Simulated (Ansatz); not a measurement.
# CsBe2BSe3F2: complex band structure, part 2 of 2

Wanted: the relaxed cell of CsBe2BSe3F2, its band edges and its decay constants. It is built by putting Se for O in the CsBe2BO3F2 structure of space group R32, with the volume rescaled by atomic radii. The parent structure comes from the Materials Project.

Ansatz 0.2.0; PBEsol DFT, plane waves, PAW files (the session's first sound run).

So far, gap on the k-mesh (eV): step 3 (band edges) 2.47.

The structure was built from a prototype and need not be the compound's stable phase.

## Step 5: Decaying states in the gap, plane (001)

The same for the (001) plane, at (0, 0) and (0.5, 0), to see how the decay depends on direction.

File input.yaml:

```yaml
crystal:
  lattice:
    - [6.013501531, 0.0, 0.0]
    - [3.006750766, 5.207845092, 0.0]
    - [3.006750766, 1.735948364, 6.513851428]
  atoms:
    - { symbol: Cs, position: [0.0, 0.0, 0.0] }
    - { symbol: Be, position: [0.216095983, 0.216095983, 0.351712051] }
    - { symbol: Be, position: [0.783904017, 0.783904017, 0.648287949] }
    - { symbol: B, position: [0.5, 0.5, 0.5] }
    - { symbol: Se, position: [0.1781274924, 0.5, 0.5] }
    - { symbol: Se, position: [0.8218725076, 0.1781274924, 0.5] }
    - { symbol: Se, position: [0.5, 0.8218725076, 0.5] }
    - { symbol: F, position: [0.2903163957, 0.2903163957, 0.1290508129] }
    - { symbol: F, position: [0.7096836043, 0.7096836043, 0.8709491871] }
kpoints:
  mp_grid: { grid: [6, 6, 6] }
scf:
  occupations: { method: fixed }
hamiltonian:
  xc: pbesol
output:
  eigenvalues: true
  transmission:
    leads: [[0, 0]]
    kpoints: [[0.0, 0.0], [0.5, 0.0]]
    e_range: [-1.0, 3.47]
    de: 0.09
```

Launch:

```
> ansatz run input.yaml --threads 2 --pin off --max-ram 4096MiB --backend cpu --events-out ev --progress --plain --runs-dir out
```

It took 58 s on 2 threads of Arm Neoverse V2, shared host; peak memory 1.1 GiB.

Numbers from this step:

- decay constant at the filling level, zone centre: 0.4808 Å⁻¹
- decay constant at the filling level, slowest listed point: 0.4808 Å⁻¹

K parallel (0, 0); values up to 1.5 1/Å, a degenerate pair printed once or twice; energies at which all values exceed this have no row. Im kz of the slowest decaying states against energy, zero at the highest filled level on the SCF mesh:

```
energy (eV)  decay 1 (Å⁻¹)  decay 2 (Å⁻¹)  decay 3 (Å⁻¹)  decay 4 (Å⁻¹)
      -1.00          0.418          0.675          0.825          0.869
      -0.82          0.378          0.431          0.671          0.780
      -0.55          0.446          0.571          0.659          0.663
      -0.37          0.454          0.547          0.656          0.675
      -0.10          0.223          0.464          0.644          0.797
      -0.01          0.467          0.640          0.830          0.835
       0.08          0.271          0.470          0.635          0.836
       0.35          0.419          0.476          0.619          0.838
       0.53          0.457          0.479          0.607          0.840
       0.80          0.482          0.490          0.586          0.842
       0.98          0.482          0.503          0.571          0.844
       1.16          0.482          0.512          0.555          0.846
       1.43          0.478          0.519          0.526          0.849
       1.61          0.474          0.505          0.521          0.852
       1.88          0.465          0.466          0.519          0.857
       2.06          0.431          0.460          0.516          0.862
       2.33          0.350          0.447          0.507          0.870
       2.51          0.432          0.438          0.499          0.877
       2.78          0.150          0.424          0.485          0.502
       2.96          0.189          0.413          0.474          0.525
       3.23          0.192          0.397          0.453          0.547
       3.41          0.174          0.386          0.437          0.557
```

K parallel (0.5, 0); values up to 1.5 1/Å, a degenerate pair printed once or twice; energies at which all values exceed this have no row. The Im kz of the slowest decaying states by energy, zero at the highest filled level on the SCF mesh:

```
energy (eV)  decay 1 (Å⁻¹)  decay 2 (Å⁻¹)  decay 3 (Å⁻¹)  decay 4 (Å⁻¹)
      -1.00         0.0864          0.276          0.367          0.615
      -0.82          0.207          0.239          0.600          0.734
      -0.55          0.368          0.505          0.576          0.696
      -0.37          0.418          0.559          0.565          0.681
      -0.10          0.465          0.537          0.642          0.821
      -0.01          0.475          0.532          0.646          0.823
       0.08          0.483          0.528          0.650          0.826
       0.35          0.497          0.524          0.657          0.832
       0.53          0.501          0.522          0.659          0.836
       0.80          0.501          0.521           0.66          0.840
       0.98          0.499          0.519          0.659          0.843
       1.16          0.494          0.516          0.657          0.845
       1.43          0.483          0.510          0.651          0.848
       1.61          0.473          0.504          0.646          0.850
       1.88          0.454          0.493          0.637          0.854
       2.06          0.437          0.483          0.630          0.856
       2.33          0.403          0.463          0.617          0.862
       2.51          0.370          0.444          0.606          0.867
       2.78          0.389          0.589          0.836          0.878
       2.96          0.155          0.404          0.576          0.801
       3.23          0.297          0.401          0.556          0.733
       3.41          0.324          0.392          0.541          0.674
```

At the listed wavevectors the last open channel is at -0.01 eV and the next at +2.51 eV on the grid. At +1.25 eV, the grid energy nearest the filling level (the middle of the gap on the SCF mesh), the slowest state at the listed wavevectors decays with κ = 0.481 Å⁻¹, its amplitude falling by e over 2.1 Å; the first such run, plane (101), gave 0.212 Å⁻¹.

## Step 6: Band edges at another level, cutoff 500 eV

This step: r2SCAN DFT, plane waves, PAW files (Ansatz 0.2.0).

The edges again with r2SCAN, at the same atoms. Against that run the cutoff is 500 eV against 420.

File input.yaml:

```yaml
crystal:
  lattice:
    - [3.0067507656, 1.7359483639, 6.5138514276]
    - [-3.0067507656, 1.7359483639, 6.5138514276]
    - [0.0, -3.4718967278, 6.5138514276]
  atoms:
    - { symbol: Cs, position: [0.0, 0.0, 0.0] }
    - { symbol: Be, position: [0.783904017, 0.783904017, 0.783904017] }
    - { symbol: Be, position: [0.216095983, 0.216095983, 0.216095983] }
    - { symbol: B, position: [0.5, 0.5, 0.5] }
    - { symbol: Se, position: [0.1781274924, 0.8218725076, 0.5] }
    - { symbol: Se, position: [0.5, 0.1781274924, 0.8218725076] }
    - { symbol: Se, position: [0.8218725076, 0.5, 0.1781274924] }
    - { symbol: F, position: [0.7096836043, 0.7096836043, 0.7096836043] }
    - { symbol: F, position: [0.2903163957, 0.2903163957, 0.2903163957] }
kpoints:
  mp_grid: { grid: [6, 6, 6] }
  band_path: { path: [VBM, CBM], npoints: 30 }
scf:
  occupations: { method: fixed }
hamiltonian:
  xc: r2scan
output:
  eigenvalues: true
```

Run time: 74 s. Hardware: 2 threads; peak memory 1.1 GiB; 2.5 min of CPU time.

Numbers from this step:

```
free energy         : -24091.4856 eV
Fermi energy        : 3.529 eV
gap on the k-mesh   : 2.924 eV
gap on path         : 2.924 eV, by band count; negative where bands overlap
direct gap on path  : 2.960 eV
edge places on path : 0, 0.3065 1/A along the path
```

Electronic bands along the path, in eV, zero at the Fermi level (highest filled level under fixed occupations); v1 is the highest filled band, c1 the lowest empty one:

```
  point     v4     v3     v2     v1    c1    c2    c3    c4
    VBM  -1.12  -1.05  -0.05   0.00  3.02  4.77  5.23  5.53
halfway  -1.13  -1.06  -0.06  -0.02  2.95  5.13  5.51  5.55
    CBM  -1.10  -1.10  -0.04  -0.04  2.92  5.17  5.74  5.74
```

The searched edges give 2.92 eV, as on the mesh.

For the gap on the k-mesh, step 3 gave 2.47 eV; this run, with r2SCAN and cutoff 500 eV, gives 2.92 eV.

## Step 7: Complex bands at another level, cutoff 500 eV

This step: r2SCAN DFT, plane waves, PAW files; complex bands by layer matching along the plane's normal (Ansatz 0.2.0).

The complex bands at that level, over its own gap, at (0, 0) and (0, -0.5).

File input.yaml:

```yaml
crystal:
  lattice:
    - [6.013501531, 0.0, 0.0]
    - [3.006750766, 6.741199978, 0.0]
    - [3.006750766, -1.341089153, 5.032209295]
  atoms:
    - { symbol: Cs, position: [0.0, 0.0, 0.0] }
    - { symbol: Be, position: [0.432191966, 0.351712051, 0.783904017] }
    - { symbol: Be, position: [0.567808034, 0.648287949, 0.216095983] }
    - { symbol: B, position: [0.0, 0.5, 0.5] }
    - { symbol: Se, position: [0.3218725076, 0.5, 0.1781274924] }
    - { symbol: Se, position: [0.6781274924, 0.5, 0.5] }
    - { symbol: Se, position: [0.0, 0.5, 0.8218725076] }
    - { symbol: F, position: [0.5806327914, 0.1290508129, 0.7096836043] }
    - { symbol: F, position: [0.4193672086, 0.8709491871, 0.2903163957] }
kpoints:
  mp_grid: { grid: [6, 6, 6] }
scf:
  occupations: { method: fixed }
hamiltonian:
  xc: r2scan
output:
  eigenvalues: true
  transmission:
    leads: [[0, 0]]
    kpoints: [[0.0, 0.0], [0.0, -0.5]]
    e_range: [-1.0, 3.92]
    de: 0.1
```

Elapsed: 2.6 min, on 2 threads; peak memory 2.1 GiB; 5.2 min of CPU time.

Numbers from this step:

```yaml
free_energy: -24091.4855 eV
level_to_which_the_leads_are_filled: 1.462 eV from the Fermi level
decay_constant_at_the_filling_level_zone_centre: 0.2309 Å⁻¹
decay_constant_at_the_filling_level_slowest_listed_point: 0.2309 Å⁻¹
```

K parallel (0, 0); values up to 1.5 1/Å, a degenerate pair printed once or twice; energies at which all values exceed this have no row. The Im kz of the slowest decaying states by energy, zero at the highest filled level on the SCF mesh:

```
energy (eV)  decay 1 (Å⁻¹)  decay 2 (Å⁻¹)  decay 3 (Å⁻¹)  decay 4 (Å⁻¹)
    -1.0000          0.127          0.131          0.174          0.213
    -0.8000          0.152          0.277          0.310          0.551
    -0.5000          0.203          0.415          0.559          0.768
    -0.3000          0.222          0.457          0.577          0.765
     0.0000         0.0342         0.0618          0.243          0.492
     0.2000          0.112          0.209          0.253          0.507
     0.5000          0.162          0.264          0.312          0.521
     0.7000          0.183          0.268          0.360          0.528
     1.0000          0.206          0.272          0.421          0.533
     1.2000          0.218          0.273          0.460          0.533
     1.5000          0.231          0.272          0.516          0.551
     1.7000          0.237          0.270          0.499          0.593
     2.0000          0.243          0.264          0.478          0.580
     2.2000          0.246          0.259          0.462          0.560
     2.5000          0.247          0.249          0.431          0.531
     2.7000          0.241          0.246          0.400          0.511
     3.0000          0.226          0.265          0.295          0.480
     3.2000          0.229          0.284          0.368          0.459
     3.5000          0.181          0.222          0.365          0.399
     3.7000          0.161          0.213          0.343          0.422
```

K parallel (0, -0.5); values up to 1.5 1/Å, a degenerate pair printed once or twice; energies at which all values exceed this have no row. Table of Im kz of the slowest decaying states by energy, zero at the highest filled level on the SCF mesh:

```
energy (eV)  decay 1 (Å⁻¹)  decay 2 (Å⁻¹)  decay 3 (Å⁻¹)  decay 4 (Å⁻¹)
      -1.00         0.0937          0.156          0.197          0.770
      -0.80          0.133          0.275          0.767           1.04
      -0.60          0.182          0.351          0.764           1.02
      -0.40          0.208          0.404          0.762           1.01
      -0.20          0.226          0.442          0.759          0.991
       0.00         0.0537         0.0958          0.240          0.471
       0.20          0.119          0.219          0.250          0.492
       0.40          0.154          0.258          0.290          0.507
       0.60          0.178          0.264          0.345          0.518
       0.80          0.196          0.269          0.392          0.524
       1.00          0.211          0.271          0.440          0.524
       1.20          0.222          0.273          0.506          0.512
       1.40          0.231          0.272          0.492          0.581
       1.50          0.235          0.272          0.485          0.612
       1.70          0.241          0.270          0.473          0.672
       1.90          0.245          0.267          0.458          0.712
       2.10          0.248          0.262          0.439          0.702
       2.30          0.250          0.256          0.415          0.690
       2.50          0.249          0.250          0.382          0.676
       2.70          0.241          0.250          0.333          0.658
       2.90          0.125          0.231          0.244          0.339
       3.10          0.221          0.243          0.374          0.618
       3.30          0.211          0.238          0.384          0.600
       3.50          0.161          0.230          0.232          0.386
       3.70          0.155          0.224          0.284          0.383
       3.90          0.131          0.215          0.319          0.376
```

At the listed wavevectors the last open channel is at -0.10 eV and the next at +3.00 eV on the grid. At +1.50 eV, the grid energy nearest the filling level (the middle of the gap on the SCF mesh), the slowest state at the listed wavevectors decays with κ = 0.231 Å⁻¹, its amplitude falling by e over 4.3 Å; the first such run, plane (101), gave 0.212 Å⁻¹.

## Step 8: A check of the settings

In this try the input is made faulty on purpose, to show what that does.

This step: PBEsol DFT, plane waves, PAW files; complex bands by layer matching along the plane's normal; changed: scf.max_iter = [1, 2] (Ansatz 0.2.0).

input.yaml, as its differences from that of step 7:

```diff
@@ -19,4 +19,5 @@
   occupations: { method: fixed }
+  max_iter: [1, 2]
 hamiltonian:
-  xc: r2scan
+  xc: pbesol
 output:
@@ -26,3 +27,3 @@
     kpoints: [[0.0, 0.0], [0.0, -0.5]]
-    e_range: [-1.0, 3.92]
-    de: 0.1
+    e_range: [-1.0, 3.47]
+    de: 0.09
```

Wall time 0.02 s (2 threads); peak memory 0.021 GiB.

The program refused the input before any cycle.

The program's message: “Error: YAML parse error: error: line 20 column 13: expected string scalar”

The change that led to it: scf.max_iter = [1, 2].

## Step 9: A check of the settings: accuracy = "medium"

This step: PBEsol DFT, plane waves, PAW files; complex bands by layer matching along the plane's normal; changed: accuracy = "medium" (Ansatz 0.2.0).

This run repeats an earlier one, its twin (the complex run, plane (101)), with one setting changed (accuracy; files written aside). It is meant to test how the run responds. Where the input is shown as a difference, that is against the step before, not the twin.

input.yaml, as its differences from that of step 8:

```diff
@@ -19,3 +19,2 @@
   occupations: { method: fixed }
-  max_iter: [1, 2]
 hamiltonian:
@@ -29 +28,2 @@
     de: 0.09
+accuracy: medium
```

It took 1.7 min on 2 threads; peak memory 1.5 GiB.

Numbers from this step:

```
free energy                                               : -23799.7957 eV
Fermi energy                                              : 3.722 eV
gap on the k-mesh                                         : 2.465 eV
level to which the leads are filled                       : 1.233 eV from the Fermi level
decay constant at the filling level, zone centre          : 0.2118 Å⁻¹
decay constant at the filling level, slowest listed point : 0.2118 Å⁻¹
```

K parallel (0, 0); values up to 1.5 1/Å, a degenerate pair printed once or twice; energies at which all values exceed this have no row. Table of Im kz of the slowest decaying states by energy, zero at the highest filled level on the SCF mesh:

```
energy (eV)  decay 1 (Å⁻¹)  decay 2 (Å⁻¹)  decay 3 (Å⁻¹)  decay 4 (Å⁻¹)
    -1.0000         0.0668         0.0815         0.0890          0.243
    -0.7300          0.159          0.284          0.316          0.524
    -0.4600          0.200          0.407          0.532          0.747
    -0.2800          0.217          0.444          0.552          0.744
    -0.0100         0.0245         0.0441          0.234          0.475
     0.2600          0.122          0.234          0.246          0.493
     0.5300          0.161          0.254          0.318          0.505
     0.7100          0.179          0.257          0.360          0.510
     0.9800          0.198          0.259          0.414          0.514
     1.2500          0.212          0.258          0.481          0.507
     1.5200          0.221          0.255          0.474          0.564
     1.7900          0.226          0.249          0.451          0.564
     1.9700          0.228          0.243          0.434          0.538
     2.2400          0.228          0.233          0.398          0.508
     2.5100          0.220          0.231          0.327          0.478
     2.7800         0.0870          0.211          0.262          0.363
     2.9600          0.177          0.206          0.360          0.365
     3.2300          0.151          0.190          0.331          0.410
```

K parallel (0, -0.5); values up to 1.5 1/Å, a degenerate pair printed once or twice; energies at which all values exceed this have no row. Im kz of the slowest decaying states against energy, zero at the highest filled level on the SCF mesh:

```
energy (eV)  decay 1 (Å⁻¹)  decay 2 (Å⁻¹)  decay 3 (Å⁻¹)  decay 4 (Å⁻¹)
      -1.00         0.0997          0.102          0.251          0.749
      -0.82         0.0927          0.234          0.743           1.01
      -0.64          0.166          0.315          0.740          0.999
      -0.46          0.193          0.372          0.737          0.984
      -0.28          0.212          0.412          0.734          0.968
      -0.10          0.226          0.442          0.732          0.953
      -0.01         0.0493         0.0881          0.231          0.454
       0.08         0.0876          0.159          0.236          0.465
       0.26          0.130          0.242          0.244          0.482
       0.44          0.157          0.250          0.300          0.494
       0.62          0.176          0.254          0.347          0.502
       0.80          0.192          0.257          0.389          0.506
       0.98          0.204          0.258          0.437          0.502
       1.16          0.213          0.258          0.474          0.528
       1.25          0.217          0.258          0.464          0.564
       1.43          0.223          0.256          0.450          0.624
       1.61          0.228          0.253          0.435          0.677
       1.79          0.231          0.249          0.416          0.682
       1.97          0.233          0.244          0.391          0.672
       2.15          0.234          0.237          0.356          0.659
       2.33          0.229          0.234          0.302          0.643
       2.51          0.220          0.231          0.368          0.624
       2.69          0.211          0.228          0.382          0.605
       2.87          0.203          0.223          0.386          0.587
       3.05          0.144          0.217          0.220          0.386
       3.23          0.144          0.210          0.268          0.382
       3.41          0.121          0.200          0.303          0.375
```

The energy agrees with the twin's within 2e-6 eV and the result to the printed digits, after as many cycles: the change makes no difference here.

## Step 10: What came out

| Quantity | Value |
| --- | --- |
| band gap | 2.47 eV |
| least decay constant at mid-gap, normal to (101) | 0.212 Å⁻¹ |
| least decay constant at mid-gap, normal to (001) | 0.481 Å⁻¹ |
| least decay constant, r2SCAN | 0.231 Å⁻¹ |

What this shows: With PBEsol, the slowest decay at the wavevectors tried is κ = 0.212 Å⁻¹, normal to (101). Through such a film the transmission near mid-gap falls as exp(−2κd), a factor of ten every 5.4 Å. The decay depends on direction: 2.3 times faster normal to (001). A free electron under a barrier of half the gap would need a mass of 0.14 mₑ to decay at this rate. With r2SCAN the gap goes from 2.47 to 2.92 eV and the decay constant, over the first 2 listed wavevectors, from 0.212 to 0.231 Å⁻¹. The compound is made up by substitution; its stability against other phases and against distortions of the cell's symmetry was not tested. A semilocal functional narrows gaps, so real decay constants are likely larger.

[Logs are printed without paths, hosts, clocks, repeated set-up lines and the standing remarks that a program may print on its own settings, such as how far it seeks lower states.]

[Hosts, paths, dates, database ids (printed as entryN), source tags and the programs' standing remarks are cut or masked in the printed files.]
